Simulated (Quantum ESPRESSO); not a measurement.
# MnSi: parallel and opposed starts

Wanted: the moments of MnSi and the energy of each order that was tried.

Method: LDA; plane waves with GBRV 1.5 LDA potentials, no spin-orbit coupling, in Quantum ESPRESSO 7.5.

Experimental background.

“Understanding the muSR spectra of MnSi without magnetic polarons” (2014, arxiv:1405.0140) quotes from earlier work for MnSi, cubic B20 (bulk crystal, 0 K): moment (static ordered moment per Mn, T to 0 K) about 0.4 μB [Rounded literature value for the low-temperature limit].

Report form: the programs' logs are mostly left out.

The database entry behind the starting cell differs from later determinations by our own check (0.1 to 0.3 % short, probably kX units), so it need not match the best structure at ambient conditions.

**1. Set-up**

Symmetry: P2_13, No. 198, cubic system. The conventional cell has a = 4.548 Å, b = 4.548 Å, c = 4.548 Å, α = 90.00°, β = 90.00°, γ = 90.00°. Nearest to Mn lie 7 Si at 2.30 to 2.53 Å. Nearest to Si lie 7 Mn at 2.30 to 2.53 Å. Farther neighbours are not listed.

The cell comes from the Crystallography Open Database.

**2. Run 1 (ferro ++++)**

The signs are those of the starting moments on the seeded atoms, the atoms that are given a moment.

Input file pw.in:

```
&CONTROL
  calculation = 'scf'
  prefix = 'pwscf'
  outdir = './tmp'
  pseudo_dir = './pseudo'
  disk_io = 'nowf'
/
&SYSTEM
  ibrav = 0
  nat = 8
  ntyp = 2
  ecutwfc = 40
  ecutrho = 280
  nbnd = 57
  occupations = 'smearing'
  smearing = 'fd'
  degauss = 0.00734986
  nspin = 2
  starting_magnetization(1) = 0.2333
  starting_magnetization(2) = 0
/
&ELECTRONS
  conv_thr = 1.6d-08
  electron_maxstep = 150
  mixing_beta = 0.3
/
ATOMIC_SPECIES
Mn     54.9380 mn_lda_v1.5.uspp.F.UPF
Si     28.0850 si_lda_v1.uspp.F.UPF
CELL_PARAMETERS angstrom
   4.5480000000    0.0000000000    0.0000000000
   0.0000000000    4.5480000000    0.0000000000
   0.0000000000    0.0000000000    4.5480000000
ATOMIC_POSITIONS crystal
Mn      0.1380000000    0.1380000000    0.1380000000
Mn      0.3620000000    0.8620000000    0.6380000000
Mn      0.6380000000    0.3620000000    0.8620000000
Mn      0.8620000000    0.6380000000    0.3620000000
Si      0.8460000000    0.8460000000    0.8460000000
Si      0.6540000000    0.1540000000    0.3460000000
Si      0.3460000000    0.6540000000    0.1540000000
Si      0.1540000000    0.3460000000    0.6540000000
K_POINTS automatic
6 6 6 0 0 0
```

Started as:

```
$ OMP_NUM_THREADS=1 mpirun -n 4 pw.x -nk 4 -in pw.in > pw.out
```

Elapsed: 60 s, on 4 MPI ranks of Intel Xeon Platinum 8488C (Sapphire Rapids), shared host; peak memory 0.62 GiB.

Spin moment in the atom's sphere by atom:

| atom | spin moment in the atom's sphere (μB) |
| --- | --- |
| Mn1 | 0.798 |
| Mn2 | 0.798 |
| Mn3 | 0.798 |
| Mn4 | 0.798 |
| Si5 | -0.028 |
| Si6 | -0.028 |
| Si7 | -0.028 |
| Si8 | -0.028 |

Numbers from this step:

| Item | Value |
| --- | --- |
| smearing term TS | 0.2327 eV |
| magnetization | 3.187 μB |
| absolute magnetization | 3.613 μB |
| final state | ferromagnetic |

**3. Run 2 (antiferro ++−−)**

Input file pw.in:

```
&CONTROL
  calculation = 'scf'
  prefix = 'pwscf'
  outdir = './tmp'
  pseudo_dir = './pseudo'
  disk_io = 'nowf'
/
&SYSTEM
  ibrav = 0
  nat = 8
  ntyp = 3
  ecutwfc = 40
  ecutrho = 280
  nbnd = 50
  occupations = 'smearing'
  smearing = 'fd'
  degauss = 0.00734986
  nspin = 2
  starting_magnetization(1) = 0.2333
  starting_magnetization(2) = -0.2333
  starting_magnetization(3) = 0
/
&ELECTRONS
  conv_thr = 1.6d-08
  electron_maxstep = 150
  mixing_beta = 0.3
/
ATOMIC_SPECIES
Mn1    54.9380 mn_lda_v1.5.uspp.F.UPF
Mn2    54.9380 mn_lda_v1.5.uspp.F.UPF
Si     28.0850 si_lda_v1.uspp.F.UPF
CELL_PARAMETERS angstrom
   4.5480000000    0.0000000000    0.0000000000
   0.0000000000    4.5480000000    0.0000000000
   0.0000000000    0.0000000000    4.5480000000
ATOMIC_POSITIONS crystal
Mn1     0.1380000000    0.1380000000    0.1380000000
Mn1     0.3620000000    0.8620000000    0.6380000000
Mn2     0.6380000000    0.3620000000    0.8620000000
Mn2     0.8620000000    0.6380000000    0.3620000000
Si      0.8460000000    0.8460000000    0.8460000000
Si      0.6540000000    0.1540000000    0.3460000000
Si      0.3460000000    0.6540000000    0.1540000000
Si      0.1540000000    0.3460000000    0.6540000000
K_POINTS automatic
6 6 6 0 0 0
```

The job ended after 3.1 min (4 MPI ranks; peak memory 0.85 GiB).

Spin moment in the atom's sphere by atom:

| atom | spin moment in the atom's sphere (μB) |
| --- | --- |
| Mn1 | 0.0003 |
| Mn2 | 0.0003 |
| Mn3 | -0.0025 |
| Mn4 | -0.0025 |
| Si5 | 0.0000 |
| Si6 | 0.0000 |
| Si7 | 0.0000 |
| Si8 | 0.0000 |

Numbers from this step:

```
smearing term TS       : 0.3186 eV
magnetization          : 0 μB
absolute magnetization : 0.007 μB
final state            : non-magnetic
```

**4. Start 3: ferri +++−**

Edit pw.in of step 3 so:

```diff
@@ -13,3 +13,3 @@
   ecutrho = 280
-  nbnd = 50
+  nbnd = 54
   occupations = 'smearing'
@@ -38,3 +38,3 @@
 Mn1     0.3620000000    0.8620000000    0.6380000000
-Mn2     0.6380000000    0.3620000000    0.8620000000
+Mn1     0.6380000000    0.3620000000    0.8620000000
 Mn2     0.8620000000    0.6380000000    0.3620000000
```

Run time: 1.8 min. Hardware: 4 MPI ranks; peak memory 0.7 GiB; 7 min of CPU time.

Spin moment in the atom's sphere by atom:

| atom | spin moment in the atom's sphere (μB) |
| --- | --- |
| Mn1 | 0.798 |
| Mn2 | 0.798 |
| Mn3 | 0.798 |
| Mn4 | 0.798 |
| Si5 | -0.028 |
| Si6 | -0.028 |
| Si7 | -0.028 |
| Si8 | -0.028 |

This step gave:

| Quantity | Value |
| --- | --- |
| smearing term TS | 0.2327 eV |
| magnetization | 3.186 μB |
| absolute magnetization | 3.612 μB |
| final state | ferromagnetic |

The typed signs were not kept.

**5. Energies of the orders**

An order is kept where moments of 0.15 μB or more survive with the typed signs; meshes match where a doubled cell samples the same k points as the first cell.

Orders:

| start | final state | typed order kept | energy over the lowest (meV a seeded atom) | largest site moment (μB) | net moment (μB a cell of the first run) | mesh matched | CPU time (s) |
| --- | --- | --- | --- | --- | --- | --- | --- |
| ferro ++++ | ferromagnetic | yes | 0 | 0.7982 | 3.187 | yes | 237.4 |
| antiferro ++-- | non-magnetic | no | 13.78 | 0.002455 | 0.004477 | yes | 734.9 |
| ferri +++- | ferromagnetic | no | 0 | 0.7981 | 3.186 | yes | 420.7 |

**6. Outcome**

| Quantity | Value |
| --- | --- |
| lowest state found | ferromagnetic (from ferro ++++ and ferri +++-) |
| largest site moment | 0.798 μB |
| state without moments | 13.8 meV a seeded atom higher |

At this level spin polarisation gains little. 1 start lost its moments. 1 start left the typed signs, so such an energy belongs to the state reached, not the one typed. Only these 3 starts were compared; other wavevectors, canted and longer-period orders were not. A computed site moment is spin alone and hangs on the region that is counted: the program's spheres do not touch and miss the tail of the moment. Measured moments hold any orbital part as well, and belong to the order of the sample, which need not be the order of this run. Energies are free energies at an electronic temperature of 1160 K, which lowers moments and differences where the moments are itinerant.

Calculation against experiment:

| quantity | measured | in the sphere |
| --- | --- | --- |
| moment (Mn) (μB) | 0.4 | 0.80 (+99.6 %) |

Measured values from arxiv:1405.0140 (2014).

**Verdict.** The moment is off by +99.6 %. No cell relaxation is part of this session.

[Logs and program files are shortened in this print: banners, set-up blocks, solver, clock and traceback lines can be left out without a mark of their own.]

[Logs are printed without paths, hosts, clocks, repeated set-up lines and the standing remarks that a program may print on its own settings, such as how far it seeks lower states.]

[Hosts, paths, dates, database ids (printed as entryN), source tags and the programs' standing remarks are cut or masked in the printed files.]

[Where a cell is said to come from a database of computed structures, the database is the Materials Project.]
